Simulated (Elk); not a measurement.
# Nickel: energy against a fixed spin moment, part 2 of 2

How stiff is the moment of Nickel, and are there other minima?

Elk 11.2.3 (patched build); LDA (Perdew-Wang); all-electron APW+lo, Dirac cores, scalar-relativistic bands.

So far, magnetization (μB): step 2 (the free run) 0.590.

**3. Moment fixed at 0.51 μB**

Holding the total moment away from its free value maps the energy around and beyond the minimum.

A uniform field is adjusted until the total moment meets the target; the run goes on from the state before.

elk.in

```
tasks
  1

xctype
  3

rgkmax
  7.0

nempty
  10

swidth
  0.003

reducebf
  0.5

epsengy
  1e-05

maxscl
  120

spinpol
  .true.

fsmtype
  1

momfix
  0.000000 0.000000 0.510000

taufsm
  0.01

sppath
  './'

avec
  0.00000000000 3.32957459939 3.32957459939
  3.32957459939 0.00000000000 3.32957459939
  3.32957459939 3.32957459939 0.00000000000

atoms
  1
  'Ni.in'
  1
  0.0000000000 0.0000000000 0.0000000000   0.000000 0.000000 -0.000050

ngridk
  16 16 16
```

The run is started by

```bash
$ OMP_NUM_THREADS=4 elk
```

Numbers of over 12 decimals in the logs are rounded to 6 here.

Log:

```text
Warning(init1): few empty states an atom for a second variation :    10.00000000
 they are its basis, with spin, DFT+U, afieldc (12 by default), in Hartree-Fock and RDMFT; 30 and more for pressures
Warning(gndstate): core states of species 1 leak from the muffin-tin :   0.4221015654E-03

--- INFO.OUT ---
┌─────────────────────────┐
│ Elk code version 11.2.3 │
└─────────────────────────┘

All units are atomic (Hartree, Bohr, etc.)

┌──────────────────────────────────────────┐
│ Ground-state run resuming from STATE.OUT │
└──────────────────────────────────────────┘

Lattice vectors :
   0.000000000       3.329574599       3.329574599
   3.329574599       0.000000000       3.329574599
   3.329574599       3.329574599       0.000000000

Species : 1 (Ni)
 muffin-tin radius :    2.329364778
 atomic positions (lattice), magnetic fields (Cartesian) :
  1 :   0.00000000  0.00000000  0.00000000    0.00000000  0.00000000  0.00000000

Total number of atoms per unit cell :    1
Total muffin-tin volume :    52.94209487
 ratio of muffin-tin to unit cell volume :   0.7171415360

Spin treatment :
 spin-polarised
 global magnetic field (Cartesian) :    0.000000000       0.000000000       0.000000000
 collinear magnetisation in z-direction
 fixed spin moment (FSM) calculation, type :    1
  fixing total moment to (Cartesian) :
     0.000000000       0.000000000      0.5100000000

Number of Bravais lattice symmetries :   48
Number of crystal symmetries         :   48
Crystal has inversion symmetry
Real symmetric eigensolver will be used

k-point grid :     16    16    16
k-point offset :    0.000000000       0.000000000       0.000000000
k-point set is reduced with full crystal symmetry group
Total number of k-points :      145

Muffin-tin radius times maximum |G+k| :    7.000000000
 using average radius
Maximum |G+k| for APW functions       :    3.005111122
Maximum (1/2)|G+k|²                   :    4.515346427
Maximum |G| for potential and density :    12.00000000
Constant for pseudocharge density :    7
 order of it for each species :   14
 order of it for pair densities of each species (exact exchange by exxq0 0: 14) :   10
Radial integration step length :    1

G-vector grid sizes :     18    18    18
Number of G-vectors :     2109

Maximum angular momentum used for
 APW functions            :    8
 outer part of muffin-tin :    6

Number of empty states         :     10
Total number of valence states :     38
Total number of core states    :     12

Third-order local-orbitals added for an l without core states : T
Total number of local-orbitals :     22

Exchange-correlation functional :      3     0     0
 Perdew-Wang/Ceperley-Alder, Phys. Rev. B 45, 13244 (1992)
 gradient requirement :    0
 local density approximation (LDA)

Smearing type :    3
 Fermi-Dirac
Smearing width :   0.3000000000E-02
Effective electronic temperature (K) :    947.3250744

Mixing type :    1
 Adaptive linear mixing

Potential read in from STATE.OUT

┌──────────────────────────────┐
│ Self-consistent loop started │
└──────────────────────────────┘

[... earlier loops left out ...]

┌──────────────────┐
│ Loop number : 37 │
└──────────────────┘

Energies :
 Fermi                       :     0.257454
 sum of occupied eigenvalues :     -872.27673782591
 electron kinetic            :      1541.8304977358
 core electron kinetic       :      1382.8397171214
 Coulomb                     :     -2999.1124228827
 Coulomb potential           :     -2333.2046720113
 nuclear-nuclear             :     -269.89422819822
 electron-nuclear            :     -3136.1560632179
 Hartree                     :      406.93786853336
 Madelung                    :     -1832.5100868771
 xc potential                :     -80.897763634749
 xc effective B-field        :    -0.62671632246688E-02
 external B-field            :      0.000000
 exchange                    :     -58.654307974724
 correlation                 :     -2.454590
 electron entropic           :    -0.16324437016264E-02
 total energy                :     -1518.3924554776
 (external B-field energy excluded from total)

Density of states at Fermi energy :    54.66039135
 (states/Hartree/unit cell)

Estimated indirect band gap :   0.4339016601E-03
 from k-point 71 to k-point 41
Estimated direct band gap   :   0.1814228347E-02
 at k-point 71

Charges :
 core                        :    12.00000000
 valence                     :    16.00000000
 interstitial                :   0.7711420741
 muffin-tins (core leakage)
  species : 1 (Ni)
   atom 1                    :    27.22885793     (  0.4221015654E-03)
 total in muffin-tins        :    27.22885793
 total calculated charge     :    27.99904034
 total charge                :    28.00000000
 error                       :   0.9596642439E-03

Moments :
 interstitial                :  -0.1825097523E-01
 muffin-tins
  species : 1 (Ni)
   atom 1                    :   0.5283483108
 total in muffin-tins        :   0.5283483108
 total moment                :   0.5100973356

FSM global effective field   :   0.2877060822E-02

┌──────────────────────────────┐
│ Self-consistent loop stopped │
└──────────────────────────────┘

Warning : core states of species 1 leak from the muffin-tin :   0.4221015654E-03

Wrote STATE.OUT
```

It took 26 s on 4 threads of Arm Neoverse V2, shared host; peak memory 0.07 GiB.

Numbers from this step:

```yaml
magnetization: 0.5101 μB
```

It lies 3.82 meV a cell above the free run.

**4. Moment fixed at 0.34 μB**

elk.in, as its differences from that of step 3:

```diff
@@ -31,3 +31,3 @@
 momfix
-  0.000000 0.000000 0.510000
+  0.000000 0.000000 0.340000
```

The run is started by

```bash
$ OMP_NUM_THREADS=4 elk
```

Log:

```text
Warning(init1): few empty states an atom for a second variation :    10.00000000
 they are its basis, with spin, DFT+U, afieldc (12 by default), in Hartree-Fock and RDMFT; 30 and more for pressures
Warning(gndstate): core states of species 1 leak from the muffin-tin :   0.4221691603E-03

--- INFO.OUT ---
┌─────────────────────────┐
│ Elk code version 11.2.3 │
└─────────────────────────┘

All units are atomic (Hartree, Bohr, etc.)

┌──────────────────────────────────────────┐
│ Ground-state run resuming from STATE.OUT │
[...]
total calculated charge     :    27.99904021
 total charge                :    28.00000000
 error                       :   0.9597939980E-03

Moments :
 interstitial                :  -0.1276503551E-01
 muffin-tins
  species : 1 (Ni)
   atom 1                    :   0.3527940638
 total in muffin-tins        :   0.3527940638
 total moment                :   0.3400290283

FSM global effective field   :   0.2915292698E-02

┌──────────────────────────────┐
│ Self-consistent loop stopped │
└──────────────────────────────┘

Warning : core states of species 1 leak from the muffin-tin :   0.4221691603E-03

Wrote STATE.OUT

[key lines of the parts left out:]
total energy                :     -1518.3919227288
```

Elapsed: 30 s, on 4 threads; peak memory 0.07 GiB.

Read from the output:

- magnetization: 0.3400 μB

It lies 18.3 meV a cell above the free run.

**5. Moment fixed at 1.19 μB**

elk.in, as its differences from that of step 4:

```diff
@@ -31,3 +31,3 @@
 momfix
-  0.000000 0.000000 0.340000
+  0.000000 0.000000 1.190000
```

The run is started by

```bash
$ OMP_NUM_THREADS=4 elk
```

Log:

```text
Warning(init1): few empty states an atom for a second variation :    10.00000000
 they are its basis, with spin, DFT+U, afieldc (12 by default), in Hartree-Fock and RDMFT; 30 and more for pressures
Warning(gndstate): core states of species 1 leak from the muffin-tin :   0.4166308552E-03

--- INFO.OUT ---
┌─────────────────────────┐
│ Elk code version 11.2.3 │
└─────────────────────────┘

All units are atomic (Hartree, Bohr, etc.)

┌──────────────────────────────────────────┐
│ Ground-state run resuming from STATE.OUT │
[...]
total calculated charge     :    27.99903062
 total charge                :    28.00000000
 error                       :   0.9693799403E-03

Moments :
 interstitial                :   0.1311338696E-01
 muffin-tins
  species : 1 (Ni)
   atom 1                    :    1.176843396
 total in muffin-tins        :    1.176843396
 total moment                :    1.189956783

FSM global effective field   :  -0.3425488781E-01

┌──────────────────────────────┐
│ Self-consistent loop stopped │
└──────────────────────────────┘

Warning : core states of species 1 leak from the muffin-tin :   0.4166308552E-03

Wrote STATE.OUT

[key lines of the parts left out:]
total energy                :     -1518.3838374686
```

It took 41 s on 4 threads; peak memory 0.07 GiB.

Numbers from this step:

| Quantity | Value |
| --- | --- |
| magnetization | 1.190 μB |

It lies 238 meV a cell above the free run.

**6. The curve**

In all 8 moments were held (0, 0.17, 0.34, 0.51, 0.68, 0.85, 1.02, 1.19 μB), each run going on from a saved state. The curve holds those that converged and the free run; sizes are given without sign.

The energy over the lowest by total spin moment:

```
total spin moment (μB a cell)  energy over the lowest (meV a cell)
                        0.000                                 32.7
                        0.170                                 29.0
                        0.340                                 18.3
                        0.510                                 3.82
                        0.590                                    0
                        0.680                                 4.61
                        0.850                                 35.8
                        1.020                                  112
                        1.190                                  238
```

Slope dE/dM read from the holding field against total spin moment:

```
total spin moment (μB a cell)  slope dE/dM read from the holding field (meV/μB)
                        0.000                                            0.0525
                        0.170                                             -43.5
                        0.340                                             -79.3
                        0.510                                             -78.3
                        0.680                                              87.5
                        0.850                                               332
                        1.020                                               562
                        1.190                                               932
```

**7. Summary of results**

* moment of the free run: 0.590 μB a cell
* moment of the lowest point: 0.590 μB a cell
* energy at zero total moment: 32.7 meV a cell over the lowest

The curve is lowest at 0.590 μB a cell and has risen by 238 meV at 1.19 μB. No other minimum shows on the points computed. The parallel moment gains 33 meV a cell against zero total moment. The field's energy is not in the curve.

[Logs and program files are shortened in this print: banners, set-up blocks, solver, clock and traceback lines can be left out without a mark of their own.]

[Logs are printed without paths, hosts, clocks, repeated set-up lines and the standing remarks that a program may print on its own settings, such as how far it seeks lower states.]

[Hosts, paths, dates, database ids (printed as entryN), source tags and the programs' standing remarks are cut or masked in the printed files.]

[Where a cell is said to come from a database of computed structures, the database is the Materials Project.]
